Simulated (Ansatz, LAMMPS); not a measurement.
## Neighbourhoods of single atoms in liquid Mg44Si45Fe11 (at. %) at 1500 K (62 atoms)

Density of this cell: 2.05 g/cm³. The cell holds 62 atoms: 27 Mg, 28 Si and 7 Fe. Its edges and angles: a = 11.404 Å, b = 11.404 Å, c = 11.404 Å, α = 90.0°, β = 90.0°, γ = 90.0°. 62 atoms (27 Mg, 28 Si, 7 Fe) placed at random at 2.32 g/cm³, melted at 2000 K for 10 ps at fixed volume with the MEAM Al-Si-Mg-Cu-Fe potential (Jelinek et al., Phys. Rev. B 85, 245102 (2012)). Snapshot at the end of a hold of 10 ps at 1500 K and zero pressure.

Computed with Ansatz 0.2.0: Kohn-Sham DFT, PBE, PAW (set soft_2), plane waves; cutoff 420 eV, Γ point, gaussian smearing of 0.05 eV, spin polarised, started with 7 parallel moments, ending at 10.8 μB in the cell. Geometry: the geometry as built.

The whole cell was solved; only parts of it are printed.

Local excerpt of 25 atoms (numbers count through the whole input) about Si43, which bears the longest force; x, y, z are measured from there.

```csv
atom,x,y,z,distance (Å),moment (μB),Fx,Fy,Fz (eV/Å)
Si43,0.00,0.00,0.00,0.00,-0.01,1.55,2.10,0.21
Mg19,-1.27,-1.90,-0.42,2.33,-0.01,-1.34,-1.25,-0.82
Mg25,2.51,-1.07,-0.38,2.75,0.02,0.18,-0.35,-0.18
Mg21,0.92,1.81,1.93,2.80,0.00,-0.07,-2.19,-0.21
Mg16,-0.67,2.65,-1.04,2.93,0.00,0.75,-0.24,-0.35
Mg13,1.56,0.75,-2.54,3.08,-0.02,-0.30,0.14,-0.03
Mg24,1.14,-1.97,2.27,3.21,0.00,-0.43,0.05,0.17
Si30,-1.32,2.96,1.61,3.62,0.01,-0.85,0.01,0.04
Si42,-2.51,-1.88,2.14,3.80,-0.01,0.36,0.20,0.08
Si29,-3.72,0.54,-1.38,4.00,-0.01,0.49,-0.72,0.38
Si40,-0.15,-4.12,0.27,4.13,-0.03,-0.60,0.41,1.91
Si44,0.33,-3.15,-3.02,4.38,-0.03,-0.41,0.12,-0.36
Si50,1.01,0.04,4.37,4.48,-0.01,-0.28,-0.23,-0.42
Si48,1.56,4.10,0.91,4.49,-0.07,-0.20,0.52,-0.41
Si49,-3.11,-0.15,-3.51,4.69,-0.03,-0.25,0.06,-0.39
Si39,2.75,-2.73,-2.75,4.75,-0.01,0.15,0.01,-0.13
Si31,-2.54,1.49,3.81,4.81,-0.02,0.20,0.54,0.19
Mg6,-3.39,3.36,-0.65,4.82,-0.01,-0.60,-0.28,0.13
Mg3,3.86,2.96,0.66,4.91,-0.01,0.05,-0.33,-0.17
Mg10,-1.68,-1.05,4.56,4.97,0.00,0.30,0.04,0.10
Si47,4.41,1.22,-2.31,5.12,-0.03,-1.20,0.55,0.26
Si28,1.86,3.43,3.55,5.27,-0.04,0.02,1.00,0.79
Mg27,-4.33,-0.29,3.03,5.30,0.00,-0.88,0.70,-0.26
Mg26,5.36,0.21,-0.27,5.37,0.01,0.26,-0.53,1.34
Mg22,-2.50,-2.72,-4.03,5.47,0.00,-0.26,0.96,-0.53
```

Local excerpt of 36 atoms (numbers count through the whole input) about Fe61, one of the 7 Fe atoms; x, y, z are measured from there.

```csv
atom,x,y,z,distance (Å),moment (μB),Fx,Fy,Fz (eV/Å)
Fe61,0.00,0.00,0.00,0.00,1.87,-0.12,-1.63,-0.62
Si45,-1.82,1.22,0.41,2.23,-0.05,-1.30,0.44,-0.18
Si33,1.63,1.55,0.55,2.32,-0.01,0.56,0.64,0.31
Fe59,-0.55,0.66,2.30,2.46,1.80,-0.25,0.84,-0.04
Si51,1.33,-0.50,2.06,2.50,-0.05,1.33,-0.43,-0.44
Fe56,1.21,-2.25,0.47,2.60,2.21,-0.62,-0.06,-0.78
Si32,-1.38,-2.12,0.62,2.61,-0.05,0.92,-0.15,-2.03
Si35,-1.21,-1.51,-2.10,2.85,-0.04,0.92,-0.10,0.40
Mg15,1.12,0.12,-2.88,3.10,0.00,-0.15,0.41,0.49
Si53,-0.21,3.14,0.50,3.19,0.02,-0.22,-0.15,0.28
Fe57,-2.60,-0.81,1.76,3.24,1.43,0.77,1.61,0.05
Fe58,-0.33,-2.04,2.65,3.36,1.06,0.69,1.32,0.57
Mg2,-2.75,0.74,-2.39,3.72,0.00,0.56,0.38,0.31
Si31,1.97,-2.40,-2.09,3.75,-0.02,0.20,0.54,0.19
Si36,3.27,1.41,-1.23,3.77,0.00,-0.24,-0.20,-0.46
Si52,-1.80,-0.36,3.85,4.27,-0.04,0.18,-0.25,0.67
Mg5,-1.34,3.56,-2.04,4.32,0.00,-0.97,-0.70,-0.51
Si34,-0.58,-4.32,0.31,4.37,-0.01,0.83,0.20,0.21
Mg4,4.06,-1.67,-0.57,4.43,0.01,0.14,0.50,0.20
Si54,2.51,2.68,2.64,4.52,-0.02,0.34,-1.07,0.36
Si49,1.40,-4.04,2.00,4.72,-0.03,-0.25,0.06,-0.39
Mg7,-3.35,-3.09,-1.58,4.82,-0.01,0.32,0.51,0.13
Si38,-0.48,-1.65,-4.52,4.83,-0.02,-0.06,-0.04,0.35
Fe60,-3.11,-3.48,1.30,4.85,1.37,-0.89,0.59,-0.56
Si47,-2.48,-2.67,3.20,4.85,-0.03,-1.20,0.55,0.26
Si46,-0.83,0.85,-4.86,5.01,-0.01,0.30,0.27,-0.19
Mg6,1.13,-0.52,4.85,5.01,-0.01,-0.60,-0.28,0.13
Mg1,1.98,3.11,-3.39,5.01,0.00,0.49,-0.62,0.44
Mg27,0.18,-4.18,-2.87,5.07,0.00,-0.88,0.70,-0.26
Mg8,-3.71,1.62,3.11,5.10,-0.02,1.21,0.06,-0.39
Mg14,-4.94,-0.35,1.36,5.13,0.00,-1.27,-0.65,-0.08
Fe62,-1.04,-4.40,2.63,5.23,1.92,0.30,0.01,-0.23
Si29,0.80,-3.35,4.13,5.38,-0.01,0.49,-0.72,0.38
Si55,0.17,5.28,-1.07,5.39,0.00,1.17,-0.24,0.52
Mg22,2.01,4.79,1.48,5.40,0.00,-0.26,0.96,-0.53
Si30,3.19,-0.93,-4.29,5.43,0.01,-0.85,0.01,0.04
```

The surroundings of Mg18, picked at random, nearest first, numbered as they follow in the input and with coordinates relative to it.

```csv
atom,x,y,z,distance (Å),moment (μB),Fx,Fy,Fz (eV/Å)
Mg18,0.00,0.00,0.00,0.00,-0.01,0.04,-0.21,0.10
Si50,-0.47,1.75,-1.91,2.63,-0.01,-0.28,-0.23,-0.42
Si41,2.77,0.04,0.41,2.80,-0.02,-0.43,-1.34,0.41
Si44,-1.15,-1.45,2.11,2.80,-0.03,-0.41,0.12,-0.36
Si39,1.27,-1.02,2.37,2.88,-0.01,0.15,0.01,-0.13
Si37,2.18,-0.15,-2.01,2.97,0.01,-0.29,-0.52,0.00
Fe60,2.30,2.11,0.92,3.26,1.37,-0.89,0.59,-0.56
Mg13,0.08,2.46,2.58,3.57,-0.02,-0.30,0.14,-0.03
Mg10,-3.16,0.65,-1.72,3.65,0.00,0.30,0.04,0.10
Mg7,2.06,2.50,-1.96,3.79,-0.01,0.32,0.51,0.13
Mg24,-0.34,-0.26,-4.00,4.03,0.00,-0.43,0.05,0.17
Mg9,0.06,-4.10,-0.90,4.20,-0.01,-0.15,0.38,0.02
Mg22,-3.98,-1.02,1.10,4.25,0.00,-0.26,0.96,-0.53
Mg4,-1.93,3.93,-0.95,4.48,0.01,0.14,0.50,0.20
Mg25,1.03,0.63,4.75,4.90,0.02,0.18,-0.35,-0.18
Si34,4.83,1.27,-0.07,5.00,-0.01,0.83,0.20,0.21
Si47,2.93,2.92,2.82,5.01,-0.03,-1.20,0.55,0.26
Mg11,4.04,-1.37,2.67,5.03,-0.02,0.05,-0.56,-0.11
Fe62,4.38,1.20,2.25,5.06,1.92,0.30,0.01,-0.23
Si49,-4.59,1.56,1.62,5.11,-0.03,-0.25,0.06,-0.39
Mg17,-0.84,-3.68,3.48,5.13,-0.01,-0.43,-1.04,-0.59
Si54,-3.48,-3.13,2.26,5.20,-0.02,0.34,-1.07,0.36
Mg5,4.07,-2.25,-2.42,5.25,0.00,-0.97,-0.70,-0.51
Mg8,1.71,-4.19,2.73,5.28,-0.02,1.21,0.06,-0.39
Si32,4.03,3.48,0.24,5.33,-0.05,0.92,-0.15,-2.03
Mg14,0.48,5.24,0.98,5.35,0.00,-1.27,-0.65,-0.08
Mg12,-0.80,-3.73,-3.76,5.35,-0.01,-0.32,0.28,0.11
Si36,-2.72,-4.40,-1.61,5.42,0.00,-0.24,-0.20,-0.46
Mg19,-2.75,-0.20,4.71,5.46,-0.01,-1.34,-1.25,-0.82
Si43,-1.48,1.71,5.13,5.60,-0.01,1.55,2.10,0.21
Mg21,-0.56,3.51,-4.34,5.61,0.00,-0.07,-2.19,-0.21
Si31,-4.02,3.20,-2.47,5.70,-0.02,0.20,0.54,0.19
Fe57,2.81,4.79,1.38,5.72,1.43,0.77,1.61,0.05
Si42,-3.99,-0.17,-4.14,5.75,-0.01,0.36,0.20,0.08
Si55,5.59,-0.53,-1.45,5.80,0.00,1.17,-0.24,0.52
Si28,0.38,5.13,-2.72,5.82,-0.04,0.02,1.00,0.79
Si45,3.60,-4.59,0.03,5.83,-0.05,-1.30,0.44,-0.18
Fe56,-4.78,3.34,0.09,5.84,2.21,-0.62,-0.06,-0.78
Si53,5.20,-2.67,0.12,5.85,0.02,-0.22,-0.15,0.28
Si55,-5.82,-0.53,-1.45,6.02,0.00,1.17,-0.24,0.52
Si33,-4.36,-4.26,0.17,6.10,-0.01,0.56,0.64,0.31
Mg1,-4.01,-2.70,-3.77,6.13,0.00,0.49,-0.62,0.44
Si40,-1.62,-2.41,5.39,6.13,-0.03,-0.60,0.41,1.91
Mg14,0.48,-6.16,0.98,6.26,0.00,-1.27,-0.65,-0.08
Mg16,-2.15,4.36,4.09,6.35,0.00,0.75,-0.24,-0.35
Mg2,2.66,-5.07,-2.77,6.36,0.00,0.56,0.38,0.31
```

Length of the force by element:

```csv
element,coordination,atoms,mean length of the force (eV/Å),spread,least,most
Fe,all,7,1.23,0.482,0.376,1.79
Mg,all,27,0.825,0.525,0.234,2.20
Si,all,28,0.980,0.586,0.201,2.62
```

In the spin-polarised runs the search for a state of lower energy was switched off. The force components of 0.63 eV/Å r.m.s. hold both thermal displacement and the mismatch between the potential that made the cell and DFT. The network of bonds at the start is that of the classical potential that made the cell, and needn't be the one that DFT or experiment would give. The run was spin polarised, started with 7 parallel moments, ending at 10.8 μB in the cell; that starting order needn't be the real material's, and it bears on forces, charges and levels. The moments were started parallel, whereas the real liquid is a paramagnet at this temperature. Only the Γ point is sampled, in a cell whose shortest periodic width is 11 Å.

[Logs are printed without paths, hosts, clocks, repeated set-up lines and the standing remarks that a program may print on its own settings, such as how far it seeks lower states.]

[Hosts, paths, dates, database ids (printed as entryN), source tags and the programs' standing remarks are cut or masked in the printed files.]
